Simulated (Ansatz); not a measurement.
# Cs on Al(100): change of the work function, part 3 of 5

How does Cs on the hollow site change the work function of Al(100) as the layer fills?

Ansatz 0.2.0; plane-wave DFT, PBE, Ansatz PAW.

So far, work function, upper face (eV): step 2 (the clean slab) 4.32; step 3 (37 atoms, coverage 0.111 ML, cell 3x3) 1.61.

## 4. Adsorbate added, k-mesh 5×5×1, coverage 0.25 ML

System of this step: Cs/Al(100). The cell holds 17 atoms: 16 Al and 1 Cs. Cell: a = 5.728 Å, b = 5.728 Å, c = 27.460 Å, α = 90.0°, β = 90.0°, γ = 90.0°. Vacuum lies along c.

Another coverage, to see how the dipoles act on each other as their distance changes.

The input, input.yaml:

```yaml
crystal:
  lattice:
    - [5.7275649276, 0.0, 0.0]
    - [0.0, 5.7275649276, 0.0]
    - [0.0, 0.0, 27.4598358472]
  atoms:
    - { symbol: Al, position: [0.25, 0.25, 0.327751413] }
    - { symbol: Al, position: [0.0, 0.0, 0.4014954809] }
    - { symbol: Al, position: [0.25, 0.25, 0.4781484216] }
    - { symbol: Al, position: [0.0, 0.0, 0.5537543129] }
    - { symbol: Al, position: [0.25, 0.75, 0.327751413] }
    - { symbol: Al, position: [0.0, 0.5, 0.4014954809] }
    - { symbol: Al, position: [0.25, 0.75, 0.4781484216] }
    - { symbol: Al, position: [0.0, 0.5, 0.5537543129] }
    - { symbol: Al, position: [0.75, 0.25, 0.327751413] }
    - { symbol: Al, position: [0.5, 0.0, 0.4014954809] }
    - { symbol: Al, position: [0.75, 0.25, 0.4781484216] }
    - { symbol: Al, position: [0.5, 0.0, 0.5537543129] }
    - { symbol: Al, position: [0.75, 0.75, 0.327751413] }
    - { symbol: Al, position: [0.5, 0.5, 0.4014954809] }
    - { symbol: Al, position: [0.75, 0.75, 0.4781484216] }
    - { symbol: Al, position: [0.5, 0.5, 0.5537543129] }
    - { symbol: Cs, position: [0.25, 0.25, 0.672248587] }
kpoints:
  mp_grid: { grid: [5, 5, 1] }
hamiltonian:
  xc: pbe
scf:
  occupations: { method: fermi_dirac, width: 0.1 }
  convergence: { dr2_threshold: 1.0e-08 }
efield:
  axis: 3
  dipole_correction: true
  ramp_position: 0.97
  ramp_width: 0.06
relax:
  f_tol: 0.02
  max_steps: 60
  constraints: [{ sites: [0, 1, 4, 5, 8, 9, 12, 13] }]
output:
  bader: true
  dos: { projected: true, e_range: [-8, 4] }
  write_potential: true
  write_density: true
  volumetric_format: npy
  elf: true
```

Command:

```sh
$ ansatz run input.yaml --threads 2 --pin off --max-ram 3072MiB --backend cpu --events-out ev --progress --plain --runs-dir out
```

Numbers of over 12 decimals in the logs are rounded to 6 here.

Output:

```text
[...]
Crystal: 17 atoms, lattice volume = 900.820 Å³
Basis set: ecut = 420 eV, 17703 PW (Γ), exchange–correlation on 80×80×384 points (8 copies of the dense FFT grid, shifted against one another)
Bands: 46, of which v1, the nominal top of the filled ones, is band 29 counted from 1 (28 counted from 0)
Symmetry: 8 space group operations
[...]
k-points: 6 of 25
[...]
SCF iter   1: F=—  HF=-14267.728023 eV  |F-HF|=—  |Δ(HF+E_count)|=         —  Δρ=1.14e-3  dr2=2.94e-1  ethr=1.77e-3  p=0.462 e·Å  D=9.28e-2 V/Å  ΔV_dip=-2.55 eV  dr2_dipole=3.65e-2  V_vac-E_F(+/−)=1.60/4.15 eV  ⟨swp⟩=17.3  Hψ=2676  notcnv=0
[...]
SCF iter  10: F=-14267.718037 eV  HF=-14267.718037 eV  |F-HF|=4.04e-9  |Δ(HF+E_count)|=   4.40e-8  Δρ=2.74e-7  dr2=2.79e-9  ethr=1.75e-11  p=0.439 e·Å  D=8.82e-2 V/Å  ΔV_dip=-2.42 eV  dr2_dipole=1.12e-10  V_vac-E_F(+/−)=1.90/4.32 eV  ⟨swp⟩=13.3  Hψ=1997  notcnv=0
SCF 1 converged in 10 iterations: F = -14267.718037 eV  dr2 = 2.79e-9
[...]
relax step   1: F+E_penalty+E_count = -14267.71803657 eV  Δ(F+E_penalty+E_count) = +0.000e0 eV  max|allowed force component| = 1.123e-1 eV/Å  Δτ_max = 0.0000 Å  (10 SCF iters, accepted)
[...]
SCF iter   7: F=-14267.720962 eV  HF=-14267.720962 eV  |F-HF|=1.04e-9  |Δ(HF+E_count)|=   9.63e-9  Δρ=2.95e-7  dr2=2.90e-9  ethr=1.75e-11  p=0.442 e·Å  D=8.87e-2 V/Å  ΔV_dip=-2.44 eV  dr2_dipole=1.93e-9  V_vac-E_F(+/−)=1.88/4.32 eV  ⟨swp⟩=8.8  Hψ=1967  notcnv=0
SCF 2 converged in 7 iterations: F = -14267.720962 eV  dr2 = 2.90e-9
relax step   2: F+E_penalty+E_count = -14267.72096151 eV  Δ(F+E_penalty+E_count) = -2.925e-3 eV  max|allowed force component| = 8.471e-2 eV/Å  Δτ_max = 0.0187 Å  (7 SCF iters, accepted)
SCF iter   1: F=—  HF=-14267.722491 eV  |F-HF|=—  |Δ(HF+E_count)|=         —  Δρ=2.64e-4  dr2=5.67e-3  ethr=1.88e-4  p=0.442 e·Å  D=8.87e-2 V/Å  ΔV_dip=-2.44 eV  dr2_dipole=2.89e-3  V_vac-E_F(+/−)=1.88/4.32 eV  ⟨swp⟩=3.0  Hψ=658  notcnv=0
[...]
SCF iter   7: F=-14267.723515 eV  HF=-14267.723515 eV  |F-HF|=3.42e-10  |Δ(HF+E_count)|=   3.29e-8  Δρ=3.12e-7  dr2=2.48e-9  ethr=1.75e-11  p=0.448 e·Å  D=9.00e-2 V/Å  ΔV_dip=-2.47 eV  dr2_dipole=5.56e-10  V_vac-E_F(+/−)=1.85/4.32 eV  ⟨swp⟩=10.3  Hψ=2108  notcnv=0
SCF 3 converged in 7 iterations: F = -14267.723515 eV  dr2 = 2.48e-9
relax step   3: F+E_penalty+E_count = -14267.72351472 eV  Δ(F+E_penalty+E_count) = -2.553e-3 eV  max|allowed force component| = 1.663e-2 eV/Å  Δτ_max = 0.0539 Å  (7 SCF iters, accepted)
[...]
the band table was solved once a step of the walk had ended and its energy, with any forces and stress, was formed, with the checks that follow a solve (1637 applications of the Hamiltonian). They found nothing against the state; the energy, forces and stress were not computed again (output.eigenvalues in the input reference)
[...]
SCF converged after 7 iterations
Free energy (F): -14267.723515 eV
[...]
Internal energy: -14267.428274 eV  (E = F + TS)
E sigma→0 (E₀):  -14267.575894 eV
Entropy (-TS):   -0.295241 eV (-17.367 meV/atom)
Fermi energy:    0.797668 eV
Dipole field:    D = 0.090019 V/Å  (p = 0.448138 e·Å, saw-weighted, corrected)
Work function:   Φ+ = 1.8489 eV   Φ− = 4.3210 eV
[...]
--- Forces (eV/Å), atoms counted from 1 ---
  atom   1  Al    -0.00000000     0.00000000    -0.15656412
  atom   2  Al    -0.01028547    -0.01028547     0.16677316
  atom   3  Al    -0.00000000     0.00000000    -0.00259669
  atom   4  Al     0.00638596     0.00638596     0.01200880
  atom   5  Al    -0.00000000    -0.00000000    -0.16958126
  atom   6  Al    -0.01028547     0.01028547     0.16677316
  atom   7  Al    -0.00000000     0.00000000    -0.00807017
  atom   8  Al     0.00638596    -0.00638596     0.01200880
  atom   9  Al    -0.00000000     0.00000000    -0.16958126
  atom  10  Al     0.01028547    -0.01028547     0.16677316
  atom  11  Al    -0.00000000     0.00000000    -0.00807017
  atom  12  Al    -0.00638596     0.00638596     0.01200880
  atom  13  Al    -0.00000000     0.00000000    -0.17312613
  atom  14  Al     0.01028547     0.01028547     0.16677316
  atom  15  Al    -0.00000000    -0.00000000    -0.01096653
  atom  16  Al    -0.00638596    -0.00638596     0.01200880
  atom  17  Cs    -0.00000000    -0.00000000    -0.01663251
  max |Σ_I F_I| component: 6.10e-5 eV/Å
--- Band table (eV; the first three rows and the last of 6) ---
  k-point 0: bands = [... 25 lower, -0.2138, -0.1809, 0.5711, 0.5711, 0.6244, 0.6706, 0.6748, 1.0826, ... 13 higher]
  k-point 1: bands = [... 25 lower, 0.0131, 0.6541, 0.7087, 0.7488, 0.8097, 0.8491, 1.1408, 1.1652, ... 13 higher]
  k-point 2: bands = [... 25 lower, -0.4023, -0.0367, 0.2384, 1.2060, 1.3043, 1.3592, 1.4380, 1.9774, ... 13 higher]
  k-point 5: bands = [... 25 lower, 0.6035, 0.8331, 0.8506, 0.9624, 1.2125, 1.4651, 1.4747, 2.1064, ... 13 higher]
--- Relaxed structure (3 steps of the walk, 3 accepted, 0 SCFs on fresh bases) ---
  F+E_penalty+E_count = -14267.72351472 eV   max|allowed force component| = 1.663e-2 eV/Å
  atoms:
    - { symbol: Al, position: [0.250000, 0.250000, 0.327751413] }
    - { symbol: Al, position: [0.0, 0.0, 0.4014954809] }
    - { symbol: Al, position: [0.250000, 0.250000, 0.478433] }
    - { symbol: Al, position: [-0.000912017, -0.000912017, 0.553706] }
    - { symbol: Al, position: [0.250000, 0.750000, 0.327751413] }
    - { symbol: Al, position: [0.0, 0.500000, 0.4014954809] }
    - { symbol: Al, position: [0.250000, 0.750000, 0.478429] }
    - { symbol: Al, position: [-0.000912017, 0.500912, 0.553706] }
    - { symbol: Al, position: [0.750000, 0.250000, 0.327751413] }
    - { symbol: Al, position: [0.500000, 0.0, 0.4014954809] }
    - { symbol: Al, position: [0.750000, 0.250000, 0.478429] }
    - { symbol: Al, position: [0.500912, -0.000912017, 0.553706] }
    - { symbol: Al, position: [0.750000, 0.750000, 0.327751413] }
    - { symbol: Al, position: [0.500000, 0.500000, 0.4014954809] }
    - { symbol: Al, position: [0.750000, 0.750000, 0.478599] }
    - { symbol: Al, position: [0.500912, 0.500912, 0.553706] }
    - { symbol: Cs, position: [0.250000, 0.250000, 0.669607] }
--- Bader charges: 17 sites ---
  site symbol  charge [e]  shift [e]
     0     Al      0.0204     0.0000
     1     Al     -0.0105     0.0000
     2     Al     -0.0376     0.0000
     3     Al     -0.1109     0.0000
     4     Al      0.0168     0.0000
     5     Al     -0.0105     0.0000
     6     Al     -0.0325     0.0000
     7     Al     -0.1109     0.0000
     8     Al      0.0168     0.0000
     9     Al     -0.0105     0.0000
    10     Al     -0.0325     0.0000
    11     Al     -0.1109     0.0000
    12     Al      0.0152     0.0000
    13     Al     -0.0105     0.0000
    14     Al     -0.0113     0.0000
    15     Al     -0.1109     0.0000
    16     Cs      0.5302     0.0000
  estimated error of the sums over rays = 5.9e-4 e
```

It took 3.1 min on 2 threads of Arm Neoverse N1, shared host; peak memory 0.98 GiB.

Relaxation path:

| step | energy less that of the first step (eV) | largest force component (eV/Å) |
| --- | --- | --- |
| 1 | 0.0000 | 0.1123 |
| 2 | -0.0029 | 0.0847 |
| 3 | -0.0055 | 0.0166 |

The run keeps the 8 symmetry operations that it works with, so distortions that break them were not tested.

The atoms that moved most (Å):

| atom | dx | dy | dz | length |
| --- | --- | --- | --- | --- |
| Cs17 | 0.000 | 0.000 | -0.073 | 0.073 |
| Al15 | 0.000 | 0.000 | 0.012 | 0.012 |
| Al3 | 0.000 | 0.000 | 0.008 | 0.008 |
| Al7 | 0.000 | 0.000 | 0.008 | 0.008 |
| Al11 | 0.000 | 0.000 | 0.008 | 0.008 |
| Al4 | -0.005 | -0.005 | -0.001 | 0.008 |
| Al12 | 0.005 | -0.005 | -0.001 | 0.008 |
| Al8 | -0.005 | 0.005 | -0.001 | 0.008 |

Numbers from this step:

```yaml
energy_at_zero_smearing: -14267.5759 eV
work_function_upper_face: 1.849 eV
work_function_lower_face: 4.321 eV
dipole_along_the_normal: 0.4481 e·Å
step_between_the_vacuum_levels: -2.472 eV
```

Running mean over 2.025 Å of the planar mean; the ramp of the sawtooth is left out. The electron's electrostatic potential energy less the Fermi level by z:

z (Å), electron's electrostatic potential energy less the Fermi level (eV) and a bar from the least value:
```
      3.5       4.32 ##############################
      4.0       4.32 ##############################
      4.5       4.32 ##############################
      5.0       4.32 ##############################
      5.5       4.30 ##############################
      6.0       4.26 ##############################
      6.5       4.09 #############################
      7.0       3.54 ###########################
      7.5       1.93 ######################
      8.0      -0.44 ##############
      8.5      -2.73 ######
      9.0      -4.10 ##
      9.5      -4.45 
     10.0      -4.55 
     10.5      -4.60 
     11.0      -4.55 
     11.5      -4.33 #
     12.0      -4.26 #
     12.5      -4.28 #
     13.0      -4.45 
     13.5      -4.46 
     14.0      -4.39 #
     14.5      -4.33 #
     15.0      -4.21 #
     15.5      -3.47 ####
     16.0      -1.65 ##########
     16.5       0.13 ################
     17.0       0.91 ###################
     17.5       0.19 ################
     18.0      -0.99 ############
     18.5      -1.59 ##########
     19.0      -1.24 ###########
     19.5      -0.38 ##############
     20.0       0.56 #################
     20.5       1.20 ####################
     21.0       1.48 ####################
     21.5       1.63 #####################
     22.0       1.73 #####################
     22.5       1.78 #####################
     23.0       1.81 ######################
     23.5       1.83 ######################
     24.0       1.84 ######################
```

The density of states has structure finer than the step of the table below, so its rows give means over 0.25 eV, whole bins alone (the curve runs from -8 to 1.98 eV). Peaks (eV: height): -6.890: 19.0, -6.020: 14.4, -1.290: 21.3, 0.570: 16.7, 0.690: 29.5, 1.800: 33.4, 1.950: 20.4.

Density of states against energy, zero at the Fermi level; means over each step:

| energy (eV) | density of states (states/eV a cell) |
| --- | --- |
| -7.75 | 1.71 |
| -7.50 | 5.62 |
| -7.25 | 2.19 |
| -7.00 | 3.92 |
| -6.75 | 3.88 |
| -6.50 | 4.32 |
| -6.25 | 3.34 |
| -6.00 | 7.71 |
| -5.75 | 5.28 |
| -5.50 | 4.21 |
| -5.25 | 2.28 |
| -5.00 | 1.97 |
| -4.75 | 6.48 |
| -4.50 | 5.23 |
| -4.25 | 5.21 |
| -4.00 | 6.05 |
| -3.75 | 6.75 |
| -3.50 | 5.52 |
| -3.25 | 4.44 |
| -3.00 | 4.26 |
| -2.75 | 9.44 |
| -2.50 | 4.16 |
| -2.25 | 6.12 |
| -2.00 | 7.39 |
| -1.75 | 7.62 |
| -1.50 | 9.19 |
| -1.25 | 7.91 |
| -1.00 | 5.60 |
| -0.75 | 5.64 |
| -0.50 | 8.18 |
| -0.25 | 9.39 |
| 0.00 | 7.59 |
| 0.25 | 5.60 |
| 0.50 | 12.1 |
| 0.75 | 10.6 |
| 1.00 | 6.89 |
| 1.25 | 7.89 |
| 1.50 | 9.52 |
| 1.75 | 19.7 |

Projected DOS per atom over height of the atomic layer and energy from the Fermi level. Layers: Al4 Al4 Al4 Al4 Cs from below.

Ten even steps from '_' (0.01 states/eV) to '@' (0.97 states/eV), each cell a mean:
```
**==++##--
==::--==--
------==@@
++==++++@@
++----****
++----**__
==::::==__
++====**__
========__
------==__
==----++__
::--::::__
==----==__
------==__
========__
........__
::::::::__
--====--__
::::::::__
..::::..__
..::::..__
........__
```
Columns: height of the atomic layer (Å) from 9 to 18.4 (not evenly spaced); rows upwards: energy from the Fermi level (eV) from -7.96 to 1.95.

Valence density in the ca plane at fractional y = 0.250, with atoms of Al and Cs within 0.2 Å of it. It is the smooth field of the valence electrons, not physical close to the nuclei.

Ten steps, logarithmic in the rise over the least value, from '0' (0.0 e/Å³) to '9' (1.0 e/Å³), each cell a mean:
```
66666666666666666665543223333210000000000000
66666655666666666555443211111100000000000000
55566555566545665554432211000000000000000000
44566555565444665544432111000000000000000000
55666555566545665554432211000000000000000000
66666665666666666555443211111100000000000000
66666666666666666665543233333211000000000000
66666666666666666666543346666431000000000000
66666666666666666665544578998642100000000000
55666555666556665555444689999863100000000000
44566555566445665554445799789974200000000000
44566555566445665554445799789974200000000000
55666555666556665555444689999863100000000000
66666666666666666665544578998642100000000000
66666666666666666666543346665431000000000000
```
Columns run along c (16.0 Å, from fractional 0.32 to 0.90 of the cell), rows up along a (5.7 Å). Atoms in or near the plane, at fractional coordinates: Al at (0.33, 0.25), Al at (0.48, 0.25), Al at (0.33, 0.75), Al at (0.48, 0.75), Cs at (0.67, 0.25).

ELF in the ca plane at fractional y = 0.250, with atoms of Al and Cs within 0.2 Å of it. It is the smooth field of the valence electrons, not physical close to the nuclei.

Ten even steps from '0' (0.01) to '9' (0.88), each cell a mean:
```
88766666666777666777752001232100000122111000
65665544566545765555542100000000001222211000
11254333464001554333221000000000012232210000
43144322452020353222111000000000122332210000
11254333464101554333221000000000012232210000
65665544566545665555542000000000001222211000
87766666666777666777752001232100000122111000
87666766666677666788751026887520000011111000
87766655566667765666531279999852000011111000
32465434566213654444311599779974100001111000
22144322453010353222101796117985100001111000
22144322453020353222101796117985100001111000
32465434566213664444311599779974100001111000
87766655566667765666530279999852000011111000
87666776666677666788751026887520000011111000
```
Columns run along c (16.0 Å, from fractional 0.32 to 0.90 of the cell), rows up along a (5.7 Å). Atoms in or near the plane, at fractional coordinates: Al at (0.33, 0.25), Al at (0.48, 0.25), Al at (0.33, 0.75), Al at (0.48, 0.75), Cs at (0.67, 0.25).

Electrostatic potential energy in the ca plane at fractional y = 0.250, with atoms of Al and Cs within 0.2 Å of it. With pseudopotentials it is smooth inside the atoms' cores, unlike the true potential.

Values in eV, 8 rows by 16 columns, each cell a mean:
```
 -8   0   1  -1  -8   0   1   3   3   1   1   2   3   3   3   4
-12  -5   2  -7 -11  -7   3   4   4   3   2   3   3   3   3   4
-14  -3   2  -6 -13  -6   3   4   4   3   2   3   3   3   3   4
 -4   1   0   1  -4   1   1   3   3   0   1   2   3   3   3   4
 -8   0   1   0  -8   0   1   3   0 -14  -9   1   3   3   3   4
-12  -5   2  -7 -11  -7   3   4  -7 -22 -19   0   3   3   3   4
-14  -3   2  -6 -13  -6   3   3  -6 -22 -18   0   3   3   3   4
 -4   1   0   1  -4   1   1   3   1  -9  -5   1   3   3   3   4
```
Columns run along c (16.0 Å, from fractional 0.32 to 0.90 of the cell; values clipped at the 3rd and 97th percentile), rows up along a (5.7 Å). Atoms in or near the plane, at fractional coordinates: Al at (0.33, 0.25), Al at (0.48, 0.25), Al at (0.33, 0.75), Al at (0.48, 0.75), Cs at (0.67, 0.25).

The relaxation took 3 steps and lowered the energy by 0.0055 eV; the largest force on the free atoms ends at 0.017 eV/Å.

By hand: a sheet of dipoles makes a step −p/(ε₀A) in the electron's potential. With e/ε₀ = 180.95 V·Å, p = 0.4481 e·Å and A = 32.80 Å², that is −180.95 × (0.4481) / 32.80 = -2.472 eV, and the two vacuum levels of the run differ by -2.472 eV.

The covered face has 1.85 eV, -2.47 eV against the clean one; the bare back face has moved by -0.01 eV, a measure of how thin the slab is.

## 5. Work function against coverage

This step: plane-wave DFT, PBE, Ansatz PAW; work function against coverage (Ansatz 0.2.0).

The runs are now put side by side.

Numbers from this step:

| Item | Value |
| --- | --- |
| work function of the clean face | 4.315 eV |
| largest change of the work function | -2.708 eV |

The work function of the covered face by coverage:

| coverage (adsorbates/nm²) | work function of the covered face (eV) |
| --- | --- |
| 0.00 | 4.32 |
| 1.35 | 1.61 |
| 3.05 | 1.85 |

The dipole per adsorbate comes from the change of the cell's dipole. Coverage, by row:

| coverage (1/nm²) | coverage (ML) | work function (eV) | change (eV) | dipole per adsorbate, positive end outwards (debye) | mean height of the added atoms over the highest substrate atom (Å) |
| --- | --- | --- | --- | --- | --- |
| 1.355 | 0.1111 | 1.608 | -2.708 | 5.262 | 3.114 |
| 3.048 | 0.25 | 1.849 | -2.466 | 2.139 | 3.183 |

## 6. The slab at 0.25 ML, atoms frozen

This step: plane-wave DFT, PBE, Ansatz PAW (Ansatz 0.2.0).

To see where the charge goes, the covered slab, the bare substrate and the adsorbate layer are each run at the same frozen positions and on the same grid.

The input, input.yaml:

```yaml
crystal:
  lattice:
    - [5.7275649276, 0.0, 0.0]
    - [0.0, 5.7275649276, 0.0]
    - [0.0, 0.0, 27.4598358472]
  atoms:
    - { symbol: Al, position: [0.25, 0.25, 0.327751413] }
    - { symbol: Al, position: [0.0, 0.0, 0.4014954809] }
    - { symbol: Al, position: [0.25, 0.25, 0.4784326643] }
    - { symbol: Al, position: [-0.0009120173, -0.0009120173, 0.5537055442] }
    - { symbol: Al, position: [0.25, 0.75, 0.327751413] }
    - { symbol: Al, position: [0.0, 0.5, 0.4014954809] }
    - { symbol: Al, position: [0.25, 0.75, 0.4784287795] }
    - { symbol: Al, position: [-0.0009120173, 0.5009120173, 0.5537055442] }
    - { symbol: Al, position: [0.75, 0.25, 0.327751413] }
    - { symbol: Al, position: [0.5, 0.0, 0.4014954809] }
    - { symbol: Al, position: [0.75, 0.25, 0.4784287795] }
    - { symbol: Al, position: [0.5009120173, -0.0009120173, 0.5537055442] }
    - { symbol: Al, position: [0.75, 0.75, 0.327751413] }
    - { symbol: Al, position: [0.5, 0.5, 0.4014954809] }
    - { symbol: Al, position: [0.75, 0.75, 0.4785985581] }
    - { symbol: Al, position: [0.5009120173, 0.5009120173, 0.5537055442] }
    - { symbol: Cs, position: [0.25, 0.25, 0.6696066837] }
kpoints:
  mp_grid: { grid: [5, 5, 1] }
hamiltonian:
  xc: pbe
scf:
  occupations: { method: fermi_dirac, width: 0.1 }
  convergence: { dr2_threshold: 1.0e-08 }
efield:
  axis: 3
  dipole_correction: true
  ramp_position: 0.97
  ramp_width: 0.06
output:
  write_potential: true
  write_density: true
  volumetric_format: npy
```

Output:

```text
[...]
Crystal: 17 atoms, lattice volume = 900.820 Å³
Basis set: ecut = 420 eV, 17703 PW (Γ)
Bands: 46, of which v1, the nominal top of the filled ones, is band 29 counted from 1 (28 counted from 0)
Symmetry: 8 space group operations
[...]
k-points: 6 of 25
[...]
SCF iter   1: F=—  HF=-14267.732363 eV  |F-HF|=—  |Δ(HF+E_count)|=         —  Δρ=1.13e-3  dr2=2.59e-1  ethr=1.77e-3  p=0.469 e·Å  D=9.42e-2 V/Å  ΔV_dip=-2.59 eV  dr2_dipole=2.65e-2  V_vac-E_F(+/−)=1.56/4.15 eV  ⟨swp⟩=17.2  Hψ=2718  notcnv=0
[...]
SCF iter  10: F=-14267.722839 eV  HF=-14267.722839 eV  |F-HF|=4.57e-9  |Δ(HF+E_count)|=   4.73e-8  Δρ=2.78e-7  dr2=2.76e-9  ethr=1.75e-11  p=0.448 e·Å  D=9.00e-2 V/Å  ΔV_dip=-2.47 eV  dr2_dipole=2.04e-11  V_vac-E_F(+/−)=1.85/4.32 eV  ⟨swp⟩=14.7  Hψ=1010  notcnv=0
SCF 1 converged in 10 iterations: F = -14267.722839 eV  dr2 = 2.76e-9
[...]
SCF converged after 10 iterations
Free energy (F): -14267.722839 eV
[...]
Internal energy: -14267.427599 eV  (E = F + TS)
E sigma→0 (E₀):  -14267.575219 eV
Entropy (-TS):   -0.295240 eV (-17.367 meV/atom)
Fermi energy:    0.797709 eV
Dipole field:    D = 0.090001 V/Å  (p = 0.448048 e·Å, saw-weighted, corrected)
Work function:   Φ+ = 1.8492 eV   Φ− = 4.3208 eV
[...]
--- Band table (eV; the first three rows and the last of 6) ---
  k-point 0: bands = [... 25 lower, -0.2138, -0.1808, 0.5711, 0.5711, 0.6245, 0.6706, 0.6749, 1.0826, ... 13 higher]
  k-point 1: bands = [... 25 lower, 0.0131, 0.6541, 0.7088, 0.7489, 0.8097, 0.8492, 1.1408, 1.1652, ... 13 higher]
  k-point 2: bands = [... 25 lower, -0.4022, -0.0367, 0.2384, 1.2060, 1.3044, 1.3593, 1.4381, 1.9774, ... 13 higher]
  k-point 5: bands = [... 25 lower, 0.6035, 0.8331, 0.8507, 0.9624, 1.2126, 1.4651, 1.4748, 2.1064, ... 13 higher]
```

It took 50 s on 2 threads; peak memory 0.99 GiB.

Numbers from this step:

| Item | Value |
| --- | --- |
| energy at zero smearing | -14267.5752 eV |
| dipole along the normal | 0.4480 e·Å |

The work function of the upper face is 1.85 eV.

(Part 3 of 5 ends here.)

[Logs are printed without paths, hosts, clocks, repeated set-up lines and the standing remarks that a program may print on its own settings, such as how far it seeks lower states.]

[Hosts, paths, dates, database ids (printed as entryN), source tags and the programs' standing remarks are cut or masked in the printed files.]

[Maps of the electrostatic potential energy from Ansatz leave out the sawtooth potential of an applied field or a dipole correction, so their vacuum need not be flat; planar profiles and work functions include it.]

[The density of states shown here was stored with 400 of the rows of the run's finer table, so its peaks can read low, often by over a quarter, or be missed, and its means over a window can be off by a tenth or more.]
